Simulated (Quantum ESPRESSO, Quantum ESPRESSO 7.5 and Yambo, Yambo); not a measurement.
**A GW chain in Yambo: BAs (F-43m)**

How does a plane-wave GW calculation on BAs (F-43m) run from the first input to the gap?

Method: PBE and many-body steps on it, plane waves, in Quantum ESPRESSO 7.5 and Yambo 5.3.0.

**What was measured.**

- Gap 1.82 eV: indirect optical gap from absorption edge; UV-visible absorption; 300 K; bulk crystal (single crystal grown by chemical vapor transport) (“Basic Physical Properties of Cubic Boron Arsenide”, 2019, arxiv:1911.11281).

- Gap 4.12 eV: direct gap from square of absorption coefficient, average of two samples; spectroscopic ellipsometry; 300 K; bulk crystal (CVT-grown opaque bulk crystals) (“Optical properties of cubic boron arsenide”, 2019, arxiv:1911.04914).

- Gap 2.02 eV: indirect gap from square root of absorption coefficient, average of three samples; transmission and reflection spectroscopy; 300 K; bulk crystal (CVT-grown platelets about 10 um thick) (“Optical properties of cubic boron arsenide”, 2019, arxiv:1911.04914).

Most raw output is cut from this account.

### Step 1. The starting structure

The structure is cubic, space group F-43m (No. 216). Conventional cell: a = 4.777 Å, b = 4.777 Å, c = 4.777 Å, α = 90.00°, β = 90.00°, γ = 90.00°. B has 4 As at 2.07 Å nearest. As has 4 B at 2.07 Å nearest. Farther neighbours are not listed.

The cell and positions come from the Crystallography Open Database and are kept as given unless a step says otherwise.

### Step 2. Ground state

This step: Quantum ESPRESSO 7.5; DFT, PBE with spin-orbit coupling, plane waves, norm-conserving pseudopotentials.

The ground-state density comes first.

pw.in reads:

```
&control
  calculation = 'scf'
  prefix = 'x'
  outdir = 'o'
  pseudo_dir = 'pseudo'
/
&system
  ibrav = 0
  nat = 2
  ntyp = 2
  ecutwfc = 100.0
  nbnd = 36
  force_symmorphic = .true.
  noncolin = .true.
  lspinorb = .true.
/
&electrons
  conv_thr = 1e-10
  electron_maxstep = 80
  mixing_beta = 0.5
/
ATOMIC_SPECIES
  B 10.81 B.upf
  As 74.922 As.upf
CELL_PARAMETERS angstrom
  -0.0000000000 2.3885000000 2.3885000000
  2.3885000000 -0.0000000000 2.3885000000
  2.3885000000 2.3885000000 -0.0000000000
ATOMIC_POSITIONS crystal
  B 0.0000000000 0.0000000000 0.0000000000
  As 0.2500000000 0.2500000000 0.2500000000
K_POINTS automatic
  8 8 8 0 0 0
```

Launch:

```bash
> OMP_NUM_THREADS=1 mpirun -n 4 pw.x -nk 4 -in pw.in > pw.out
```

The job ended after 45 s (4 MPI ranks of Arm Neoverse V1, shared host; peak memory 0.48 GiB).

Numbers from this step:

| Quantity | Value |
| --- | --- |
| total energy | -8385.3592 eV |
| gap | 1.142 eV |
| k of the valence top | 0, 0, 0 |
| k of the conduction bottom | 0, 0.375, 0.375 |
| least direct gap | 3.083 eV |

The gap is indirect, with the least direct gap 1.94 eV higher.

### Step 3. Bands along the symmetry lines

The cheap functional maps the bands first; the places of the edges decide which points the dearer methods must see.

pw.in reads:

```
&control
  calculation = 'bands'
  prefix = 'x'
  outdir = 'o'
  pseudo_dir = 'pseudo'
/
&system
  ibrav = 0
  nat = 2
  ntyp = 2
  ecutwfc = 100.0
  nbnd = 38
  force_symmorphic = .true.
  noncolin = .true.
  lspinorb = .true.
/
&electrons
  conv_thr = 1e-9
  electron_maxstep = 80
  diago_full_acc = .true.
  diago_thr_init = 5e-6
/
ATOMIC_SPECIES
  B 10.81 B.upf
  As 74.922 As.upf
CELL_PARAMETERS angstrom
  -0.0000000000 2.3885000000 2.3885000000
  2.3885000000 -0.0000000000 2.3885000000
  2.3885000000 2.3885000000 -0.0000000000
ATOMIC_POSITIONS crystal
  B 0.0000000000 0.0000000000 0.0000000000
  As 0.2500000000 0.2500000000 0.2500000000
K_POINTS crystal
  50
  0.00000000 0.00000000 0.00000000 1
  -0.06250000 -0.06250000 0.00000000 1
  -0.12500000 -0.12500000 0.00000000 1
  -0.18750000 -0.18750000 0.00000000 1
  -0.25000000 -0.25000000 0.00000000 1
  -0.31250000 -0.31250000 0.00000000 1
  -0.37500000 -0.37500000 0.00000000 1
  -0.43750000 -0.43750000 0.00000000 1
  -0.50000000 -0.50000000 0.00000000 1
  -0.48437500 -0.48437500 0.03125000 1
  -0.46875000 -0.46875000 0.06250000 1
  -0.45312500 -0.45312500 0.09375000 1
  -0.43750000 -0.43750000 0.12500000 1
  -0.42187500 -0.42187500 0.15625000 1
  -0.40625000 -0.40625000 0.18750000 1
  -0.39062500 -0.39062500 0.21875000 1
  -0.37500000 -0.37500000 0.25000000 1
  -0.37500000 0.00000000 0.37500000 1
  -0.32812500 0.00000000 0.32812500 1
  -0.28125000 0.00000000 0.28125000 1
  -0.23437500 0.00000000 0.23437500 1
  -0.18750000 0.00000000 0.18750000 1
  -0.14062500 0.00000000 0.14062500 1
  -0.09375000 0.00000000 0.09375000 1
  -0.04687500 0.00000000 0.04687500 1
  0.00000000 0.00000000 0.00000000 1
  0.00000000 0.00000000 0.06250000 1
  0.00000000 0.00000000 0.12500000 1
  0.00000000 0.00000000 0.18750000 1
  0.00000000 0.00000000 0.25000000 1
  0.00000000 0.00000000 0.31250000 1
  0.00000000 0.00000000 0.37500000 1
  0.00000000 0.00000000 0.43750000 1
  -0.00000000 -0.00000000 0.50000000 1
  -0.06250000 -0.03125000 0.46875000 1
  -0.12500000 -0.06250000 0.43750000 1
  -0.18750000 -0.09375000 0.40625000 1
  -0.25000000 -0.12500000 0.37500000 1
  -0.31250000 -0.15625000 0.34375000 1
  -0.37500000 -0.18750000 0.31250000 1
  -0.43750000 -0.21875000 0.28125000 1
  -0.50000000 -0.25000000 0.25000000 1
  -0.50000000 -0.28125000 0.21875000 1
  -0.50000000 -0.31250000 0.18750000 1
  -0.50000000 -0.34375000 0.15625000 1
  -0.50000000 -0.37500000 0.12500000 1
  -0.50000000 -0.40625000 0.09375000 1
  -0.50000000 -0.43750000 0.06250000 1
  -0.50000000 -0.46875000 0.03125000 1
  -0.50000000 -0.50000000 0.00000000 1
```

The job ended after 16 s (4 MPI ranks; peak memory 0.31 GiB; 65 s of CPU time).

This step gave:

```yaml
gap: 1.142 eV
k_of_the_valence_top: 0, 0, 0
k_of_the_conduction_bottom: -0.375, -0.375, 0
least_direct_gap: 3.083 eV
```

The gap is 1.142 eV, as in the run before at this level.

Electronic bands along the path, in eV, zero at the top of the highest filled band:

```tsv
point	band 23	band 24	band 25	band 26	band 27	band 28	band 29	band 30
Γ	0.00	0.00	0.00	0.00	3.08	3.08	3.30	3.30
halfway	-2.83	-2.83	-2.70	-2.70	1.61	1.61	4.48	4.48
X	-4.21	-4.21	-4.07	-4.07	1.38	1.38	1.39	1.39
halfway	-5.00	-4.94	-3.99	-3.98	1.54	1.55	2.73	2.76
U	-6.06	-5.96	-3.55	-3.54	1.99	2.00	5.48	5.51
jump to K	-6.06	-5.96	-3.55	-3.54	1.99	2.00	5.48	5.51
halfway	-3.89	-3.80	-1.20	-1.20	3.91	3.93	4.84	4.85
Γ	0.00	0.00	0.00	0.00	3.08	3.08	3.30	3.30
halfway	-1.28	-1.28	-1.14	-1.14	3.01	3.01	4.54	4.54
L	-1.96	-1.96	-1.81	-1.81	2.64	2.64	4.70	4.70
halfway	-4.66	-4.58	-3.17	-3.10	3.91	3.92	4.67	4.77
W	-5.62	-5.48	-5.25	-5.23	5.20	5.21	5.88	5.88
halfway	-4.94	-4.85	-4.74	-4.73	2.81	2.85	2.95	2.96
X	-4.21	-4.21	-4.07	-4.07	1.38	1.38	1.39	1.39
```

### Step 4. Empty states on the mesh, 4×4×4 mesh, 288 bands

The sums over transitions need many empty states on a uniform mesh; this step solves for them.

pw.in reads:

```
&control
  calculation = 'nscf'
  prefix = 'x'
  outdir = 'o'
  pseudo_dir = 'pseudo'
/
&system
  ibrav = 0
  nat = 2
  ntyp = 2
  ecutwfc = 100.0
  nbnd = 288
  force_symmorphic = .true.
  noncolin = .true.
  lspinorb = .true.
/
&electrons
  conv_thr = 1e-9
  electron_maxstep = 80
  diago_full_acc = .true.
  diago_thr_init = 5e-6
/
ATOMIC_SPECIES
  B 10.81 B.upf
  As 74.922 As.upf
CELL_PARAMETERS angstrom
  -0.0000000000 2.3885000000 2.3885000000
  2.3885000000 -0.0000000000 2.3885000000
  2.3885000000 2.3885000000 -0.0000000000
ATOMIC_POSITIONS crystal
  B 0.0000000000 0.0000000000 0.0000000000
  As 0.2500000000 0.2500000000 0.2500000000
K_POINTS automatic
  4 4 4 0 0 0
```

The job ended after 48 s (4 MPI ranks; peak memory 0.83 GiB).

Numbers from this step:

```
gap                                                           : 1.385 eV
k of the valence top                                          : 0, 0, 0
k of the conduction bottom                                    : 0, -0.5, -0.5
least direct gap                                              : 3.083 eV
k points computed                                             : 8
lowest point of the top converged band, above the valence top : 143.8116 eV
```

On this mesh the gap is 1.385 eV. The earlier step found 1.142 eV, so this mesh misses an edge.

### Step 5. Conversion and set-up

This step: Yambo 5.3.0; conversion and set-up on PBE with spin-orbit coupling, plane waves, norm-conserving pseudopotentials.

The states are converted to the many-body program's format and the q mesh is built.

Launch:

```bash
> (cd o/x.save; p2y > p2y.log; mv SAVE ../..); yambo > setup.log
```

Wall time 3 s (1 MPI rank); peak memory 0.24 GiB.

### Step 6. Screening and self-energy, 4×4×4 mesh, 288 bands, screening to 231.3 eV

Now the one-shot GW correction: screening in the RPA, then the self-energy of the levels asked for.

This step: G0W0 on PBE with spin-orbit coupling, plane waves, norm-conserving pseudopotentials.

gw4.in reads:

```
HF_and_locXC
gw0
dyson
ppa
em1d
rim_cut
RandQpts= 1000000
RandGvec= 1 RL
EXXRLvcs= 100 Ry
VXCRLvcs= 400 Ry
Chimod= "HARTREE"
% BndsRnXp
 1 | 288 |
%
NGsBlkXp= 17 Ry
% LongDrXp
 1 | 1 | 1 |
%
% GbndRnge
 1 | 288 |
%
DysSolver= "n"
ExtendOut
PPAPntXp= 27.21138 eV
% QPkrange
 1 | 1 | 23 | 30 |
 7 | 7 | 23 | 30 |
%
```

Launch:

```bash
> OMP_NUM_THREADS=1 mpirun -n 4 yambo -F gw4.in -J gw4 -C gw4 > gw4.log
```

Wall time 8.4 min (4 MPI ranks); peak memory 2.5 GiB; 34 min of CPU time.

This step gave:

```yaml
g0w0_gap_on_the_points_computed: 1.919 eV
starting_gap_on_the_mesh: 1.385 eV
k_of_the_valence_top: 0, 0, 0
k_of_the_conduction_bottom: 0, -0.5, -0.5
least_direct_g0w0_gap_on_the_computed_points: 3.932 eV
z_at_the_valence_top: 0.8053
z_at_the_conduction_bottom: 0.8156
```

The gap on the mesh goes from 1.38 eV to 1.92 eV, a correction of +0.53 eV. The start differs from the 1.14 eV found before because the two sample other k points.

Limits: finite bands, cutoff and mesh; coarse k mesh. v1 is the top filled band, c1 the lowest empty one. The levels before and after the correction (eV, zero at the valence-band top of each column):

```tsv
	conduction bottom	valence top
Kohn-Sham	1.38	0.00
G0W0	1.92	0.00
```

```tsv
	level	energy (eV)
Kohn-Sham	Γ v3-v1	0.000
Kohn-Sham	Γ c1-c2	3.083
Kohn-Sham	Γ c3	3.298
Kohn-Sham	(0 -0.5 -0.5) v3	-4.206
Kohn-Sham	(0 -0.5 -0.5) v2-v1	-4.075
Kohn-Sham	(0 -0.5 -0.5) c1-c2	1.385
Kohn-Sham	(0 -0.5 -0.5) c3	1.394
G0W0	Γ v3-v1	0.000
G0W0	Γ c1-c2	3.932
G0W0	Γ c3	4.135
G0W0	(0 -0.5 -0.5) v3	-4.431
G0W0	(0 -0.5 -0.5) v2-v1	-4.301
G0W0	(0 -0.5 -0.5) c1-c2	1.919
G0W0	(0 -0.5 -0.5) c3	2.008
```

### Step 7. Where the time went

Times are wall times on the hardware named with each run, good to a factor of about two.

```tsv
step	time	share	memory (GiB)
ground state	45 s	7 %	0.48
bands along the symmetry lines	16 s	3 %	0.31
empty states on the mesh	48 s	8 %	0.83
conversion and set-up	3 s	0 %	0.24
screening and self-energy	8.4 min	82 %	2.5
```

### Step 8. Outcome

| Property | Result |
| --- | --- |
| PBE gap | 1.14 eV, indirect |
| G0W0 gap on the mesh | 1.92 eV |
| G0W0 gap over the zone (rigid shift) | 1.68 eV |
| GW settings | 4×4×4 mesh, 288 bands, screening to 231.3 eV, Godby-Needs plasmon pole |
| known limits | not at the basis limit; coarse k mesh |

G0W0 moves the gap on the mesh from 1.38 eV to 1.92 eV (+0.53 eV), with Z of 0.81 and 0.82 at the edges. The mesh misses the band edges by 0.24 eV in all; a rigid shift gives 1.68 eV for the zone. Only 2 of the mesh's irreducible points were corrected, so a valley elsewhere could overtake. The dearest step here is «screening and self-energy». Against experiment, by G0W0@PBE: the gap of 1.68 eV lies −0.14 eV from the measured 1.82 eV (indirect, 300 K, 2019); the direct gap of 3.93 eV lies −0.19 eV from the measured 4.12 eV (direct, 300 K, 2019); the gap of 1.68 eV lies −0.34 eV from the measured 2.02 eV (indirect, 300 K, 2019). An exciton line or allowed optical edge lies below the quasiparticle gap by the binding energy; a forbidden edge can push the onset above it. The calculation has static nuclei and no excitons; a measured gap holds zero-point and thermal motion, which mostly lowers it. Bands and cutoff are finite, so the gap is not at the basis limit. The miss can reach some tenths of an eV and take either sign; the mesh is an error of its own. In the G0W0 run levels were corrected at 2 k points alone, so a gap called «on the mesh» is the least over those, and an edge elsewhere would be missed. A denser mesh or path gives a starting gap of 1.14 eV: the GW mesh misses a band edge, so its gaps are not the fundamental one. The 4×4×4 mesh is coarse for this cell, which bears on the long-range parts of exchange and screening.

[Paths, hosts, dates, memory and timing lines, banners, echoed tables and standing remarks are left out of the program output.]

[Logs are printed without paths, hosts, clocks, repeated set-up lines and the standing remarks that a program may print on its own settings, such as how far it seeks lower states.]

[Runs of the session that timed out or met a known fault of the program may be left out.]

[Hosts, paths, dates, database ids (printed as entryN), source tags and the programs' standing remarks are cut or masked in the printed files.]
